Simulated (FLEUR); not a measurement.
**Anisotropy of MnPt3 with FLEUR**

Aim: the anisotropy of MnPt3 from single passes in the potential of one collinear state.

Main program and level: FLEUR MaX-R8.1; PBEsol; all-electron FLAPW, Dirac cores, scalar-relativistic bands.

This is a report of a sequence of runs, with most program output left out.

**1. Starting point**

The structure is cubic, space group Pm-3m (No. 221). The conventional cell has a = 3.900 Å, b = 3.900 Å, c = 3.900 Å, α = 90.00°, β = 90.00°, γ = 90.00°. Nearest to Mn lie 12 Pt at 2.76 Å. Nearest to Pt lie 4 Mn at 2.76 Å and 8 Pt at 2.76 Å. Farther neighbours are not listed.

Structure file:

```cif
data_structure
_symmetry_space_group_name_H-M 'P 1'
_symmetry_Int_Tables_number 1
_cell_length_a 3.9000
_cell_length_b 3.9000
_cell_length_c 3.9000
_cell_angle_alpha 90.000
_cell_angle_beta 90.000
_cell_angle_gamma 90.000
_cell_volume 59.32
loop_
_atom_site_label
_atom_site_type_symbol
_atom_site_fract_x
_atom_site_fract_y
_atom_site_fract_z
_atom_site_occupancy
Mn1 Mn 0.00000 0.00000 0.00000 1
Pt2 Pt 0.00000 0.50000 0.50000 1
Pt3 Pt 0.50000 0.00000 0.50000 1
Pt4 Pt 0.50000 0.50000 0.00000 1
```

The step “cone spirals” was refused by the program and is left out.

**2. Self-consistent state**

The force theorems are single passes in this state's potential, so it has to be converged first.

No symmetry is used, so that later steps may turn the spins freely; k and −k are joined. inpgen writes inp.xml from crystal.txt; cutoffs, mixing, functional, smearing and local orbitals are then set in the file. The k list scf (kpts.xml, not shown) is a Γ-centred 6×6×6 mesh; where the ranks do not divide the number of points, some are split in two of half the weight.

The input, inp.xml:

```
<?xml version="1.0" encoding="UTF-8" standalone="no"?>
<fleurInput fleurInputVersion="0.39">
   <comment>
      MnPt3
   </comment>
   <calculationSetup>
      <cutoffs Kmax="3.6" Gmax="10.8" GmaxXC="10.8" numbands="0"/>
      <scfLoop itmax="90" minDistance="0.00002" maxIterBroyd="15" imix="Anderson" alpha="0.05" precondParam="0.0" spinf="2.0" sdNocoIR="T"/>
      <coreElectrons ctail="F" frcor="F" kcrel="0" coretail_lmax="0"/>
      <xcFunctional name="PBEs" relativisticCorrections="F"/>
      <magnetism jspins="2" l_noco="F" l_ss="F">
         <qss>0.0 0.0 0.0</qss>
         <mtNocoParams l_mperp="F" l_mtNocoPot="F" l_relaxSQA="F" mag_mixing_scheme="0" mix_RelaxWeightOffD="1.0" l_constrained="F" mix_constr="1.0"/>
         <sourceFreeMag l_sourceFree="F" l_scaleMag="F" mag_scale="1.0"/>
      </magnetism>
      <soc l_soc="F" theta="0.0" phi="0.0" spav="F"/>
      <expertModes spex="0" secvar="F"/>
      <geometryOptimization l_f="F" forcealpha="1.0" forcemix="BFGS" epsdisp="0.00001" epsforce="0.00001"/>
      <ldaU l_linMix="F" mixParam="0.05" spinf="1.0"/>
   </calculationSetup>
   <cell>
      <bzIntegration valenceElectrons="63.0" mode="gauss" fermiSmearingEnergy="0.00293995">
         <kPointListSelection listName="scf"/>
         <xi:include xmlns:xi="http://www.w3.org/2001/XInclude" href="kpts.xml"> </xi:include>
      </bzIntegration>
      <xi:include xmlns:xi="http://www.w3.org/2001/XInclude" href="sym.xml"> </xi:include>
      <bulkLattice scale="1.0">
         <bravaisMatrix>
            <row-1>    7.3699318859399998     0.0000000000000000     0.0000000000000000</row-1>
            <row-2>    0.0000000000000000     7.3699318859399998     0.0000000000000000</row-2>
            <row-3>    0.0000000000000000     0.0000000000000000     7.3699318859399998</row-3>
         </bravaisMatrix>
      </bulkLattice>
   </cell>
   <atomSpecies>
      <species name="Manganese 3.500" element="Mn" atomicNumber="25">
         <mtSphere radius="2.54" gridPoints="839" logIncrement="0.015"/>
         <atomicCutoffs lmax="10" lnonsphr="8"/>
         <electronConfig flipSpins="F">
            <coreConfig>(1s1/2) (2s1/2) (2p1/2) (2p3/2)</coreConfig>
            <valenceConfig>(3s1/2) (3p1/2) (3p3/2) (4s1/2) (3d3/2) (3d5/2)</valenceConfig>
            <stateOccupation state="(3d3/2)" spinUp="1.25" spinDown="0.75"/>
            <stateOccupation state="(3d5/2)" spinUp="3.0" spinDown="0.0"/>
         </electronConfig>
         <energyParameters s="4" p="4" d="3" f="4"/>
         <lo type="SCLO" l="0" n="3" eDeriv="0"/>
         <lo type="SCLO" l="1" n="3" eDeriv="0"/>
      </species>
      <species name="Platinum (Pt)" element="Pt" atomicNumber="78">
         <mtSphere radius="2.54" gridPoints="839" logIncrement="0.016"/>
         <atomicCutoffs lmax="10" lnonsphr="8"/>
         <electronConfig flipSpins="F">
            <coreConfig>(1s1/2) (2s1/2) (2p1/2) (2p3/2) (3s1/2) (3p1/2) (3p3/2) (4s1/2) (3d3/2) (3d5/2) (4p1/2) (4p3/2) (5s1/2) (4d3/2) (4d5/2) (4f5/2) (4f7/2)</coreConfig>
            <valenceConfig>(5p1/2) (5p3/2) (6s1/2) (5d3/2) (5d5/2)</valenceConfig>
            <stateOccupation state="(6s1/2)" spinUp="0.500000" spinDown="0.500000"/>
            <stateOccupation state="(5d3/2)" spinUp="1.800000" spinDown="1.800000"/>
            <stateOccupation state="(5d5/2)" spinUp="2.700000" spinDown="2.700000"/>
         </electronConfig>
         <energyParameters s="6" p="6" d="5" f="5"/>
         <lo type="SCLO" l="1" n="5" eDeriv="0"/>
      </species>
   </atomSpecies>
   <atomGroups>
      <atomGroup species="Manganese 3.500">
         <relPos label="                   1">.0000000000 .0000000000 .0000000000</relPos>
         <force calculate="T" relaxXYZ="TTT"/>
         <nocoParams  alpha="0.0" beta="0.0"/>
      </atomGroup>
      <atomGroup species="Platinum (Pt)">
         <relPos label="                   2">.0000000000 1.000/2.000 1.000/2.000</relPos>
         <force calculate="T" relaxXYZ="TTT"/>
         <nocoParams  alpha="0.0" beta="0.0"/>
      </atomGroup>
      <atomGroup species="Platinum (Pt)">
         <relPos label="                   3">1.000/2.000 .0000000000 1.000/2.000</relPos>
         <force calculate="T" relaxXYZ="TTT"/>
         <nocoParams  alpha="0.0" beta="0.0"/>
      </atomGroup>
      <atomGroup species="Platinum (Pt)">
         <relPos label="                   4">1.000/2.000 1.000/2.000 .0000000000</relPos>
         <force calculate="T" relaxXYZ="TTT"/>
         <nocoParams  alpha="0.0" beta="0.0"/>
      </atomGroup>
   </atomGroups>
   <output dos="F" band="F" slice="F">
      <bandDOS minEnergy="-.5*Htr" maxEnergy="0.5*Htr" sigma="0.015" storeEVData="T"/>
      <plotting iplot="0" polar="F">
         <plot TwoD="T" vec1="  1.0  0.0  0.0" vec2="  0.0  1.0  0.0" vec3="  0.0  0.0  1.0" zero="  0.0  0.0  0.0" file="plot"/>
      </plotting>
      <moessbauerParams electricFieldGradient="F" isomerShift="F" coreHyperfine="F" valenceHyperfine="F"/>
   </output>
</fleurInput>
```

The input, crystal.txt:

```
MnPt3
&input film=F cartesian=F /
3.90000000000  0.00000000000  0.00000000000
0.00000000000  3.90000000000  0.00000000000
0.00000000000  0.00000000000  3.90000000000
1.8897261246
1.0 1.0 1.0

4
25 0.00000000000  0.00000000000  0.00000000000 : 3.500
78 0.00000000000  0.50000000000  0.50000000000
78 0.50000000000  0.00000000000  0.50000000000
78 0.50000000000  0.50000000000  0.00000000000

&kpt div1=6 div2=6 div3=6 gamma=T /
```

Command:

```sh
> OMP_NUM_THREADS=1 inpgen -f crystal.txt -nosym -noco > inpgen.log  # inp.xml is then edited as shown
> OMP_NUM_THREADS=1 mpirun -n 4 fleur_MPI > fleur.log
```

Wall time 5.1 min (4 MPI ranks of Arm Neoverse V1, shared host); peak memory 0.95 GiB.

Spin moment in the muffin-tin sphere by atom:

| atom | spin moment in the muffin-tin sphere (μB) |
| --- | --- |
| Mn1 | 3.80 |
| Pt2 | 0.11 |
| Pt3 | 0.11 |
| Pt4 | 0.11 |

Numbers from this step:

* free energy: -1536962.8792 eV
* program's band gap on this mesh (in a metal only a level spacing): 0 eV
* magnetization: 4.117 μB
* final state: ferromagnetic

After 28 cycles the largest moment stands at 3.80 μB.

**3. Anisotropy by the force theorem, rung 1**

Anisotropy is a small difference, so it is taken from sums over occupied states at a frozen potential, where most errors cancel.

One pass with spin–orbit coupling for each direction, from the saved density. Inversion lets half of the mesh serve, which the program's warning doesn't know. The k list mae (kpts.xml, not shown) is a Γ-centred 7×7×7 mesh.

inp.xml: that of step 2 with these lines changed.

```diff
@@ -6,4 +6,4 @@
    <calculationSetup>
-      <cutoffs Kmax="3.6" Gmax="10.8" GmaxXC="10.8" numbands="0"/>
-      <scfLoop itmax="90" minDistance="0.00002" maxIterBroyd="15" imix="Anderson" alpha="0.05" precondParam="0.0" spinf="2.0" sdNocoIR="T"/>
+      <cutoffs Kmax="3.6" Gmax="10.8" GmaxXC="10.8" numbands="159"/>
+      <scfLoop itmax="1" minDistance="0.00002" maxIterBroyd="15" imix="Anderson" alpha="0.05" precondParam="0.0" spinf="2.0" sdNocoIR="T"/>
       <coreElectrons ctail="F" frcor="F" kcrel="0" coretail_lmax="0"/>
@@ -15,3 +15,3 @@
       </magnetism>
-      <soc l_soc="F" theta="0.0" phi="0.0" spav="F"/>
+      <soc l_soc="T" theta="0.0" phi="0.0" spav="F"/>
       <expertModes spex="0" secvar="F"/>
@@ -22,3 +22,3 @@
       <bzIntegration valenceElectrons="63.0" mode="gauss" fermiSmearingEnergy="0.00293995">
-         <kPointListSelection listName="scf"/>
+         <kPointListSelection listName="mae"/>
          <xi:include xmlns:xi="http://www.w3.org/2001/XInclude" href="kpts.xml"> </xi:include>
@@ -91,2 +91,5 @@
    </output>
+   <forceTheorem>
+      <MAE theta="0.0 0.9553166 1.5707963" phi="0.0 0.7853982 0.7853982"/>
+   </forceTheorem>
 </fleurInput>
```

Command:

```sh
> OMP_NUM_THREADS=1 mpirun -n 4 fleur_MPI -warn_only > fleur.log
```

The job ended after 1.7 min (4 MPI ranks; peak memory 1.1 GiB; 6.8 min of CPU time).

Anisotropy energies, by row:

| axis | x | y | z | band energy less the first axis' (meV a cell) |
| --- | --- | --- | --- | --- |
| [001] | 0 | 0 | 1 | 0 |
| [111] | 0.5774 | 0.5774 | 0.5774 | 0.05842 |
| [110] | 0.7071 | 0.7071 | 0 | 0.03818 |

Indices are those of the standard conventional cell; x, y, z give the same directions in the axes of the input.

**4. Anisotropy by the force theorem, rung 2**

A second rung shows how far the first can be trusted.

The k list mae (kpts.xml, not shown) is a Γ-centred 12×12×12 mesh.

inp.xml is that of step 3.

It took 8.5 min on 4 MPI ranks; peak memory 3.4 GiB.

Anisotropy energies, by row:

| axis | x | y | z | band energy less the first axis' (meV a cell) |
| --- | --- | --- | --- | --- |
| [001] | 0 | 0 | 1 | 0 |
| [111] | 0.5774 | 0.5774 | 0.5774 | 0.02898 |
| [110] | 0.7071 | 0.7071 | 0 | 0.01576 |

**5. Outcome**

```yaml
reference_state: ferromagnetic
largest_sphere_moment: 3.80 μB
easy_direction_of_those_tried: not resolved
energy_along_111_less_001_force_theorem: 0.0290 meV a primitive cell
```

**Reading.** The lowest directions differ by less than these runs resolve; shape anisotropy is not included. The difference for the second direction goes from 0.058 meV (mesh 7×7×7, 159 states, 6.8 min of CPU time) to 0.029 meV (mesh 12×12×12, 159 states, 34 min), so it is not converged. The state was typed, and no other order was converged beside it, so it need not be the ground state. The smearing is not Fermi–Dirac, so its width is no temperature.

[Logs and program files are shortened in this print: banners, set-up blocks, solver, clock and traceback lines can be left out without a mark of their own.]

[Logs are printed without paths, hosts, clocks, repeated set-up lines and the standing remarks that a program may print on its own settings, such as how far it seeks lower states.]

[Hosts, paths, dates, database ids (printed as entryN), source tags and the programs' standing remarks are cut or masked in the printed files.]

[Where a cell is said to come from a database of computed structures, the database is the Materials Project.]
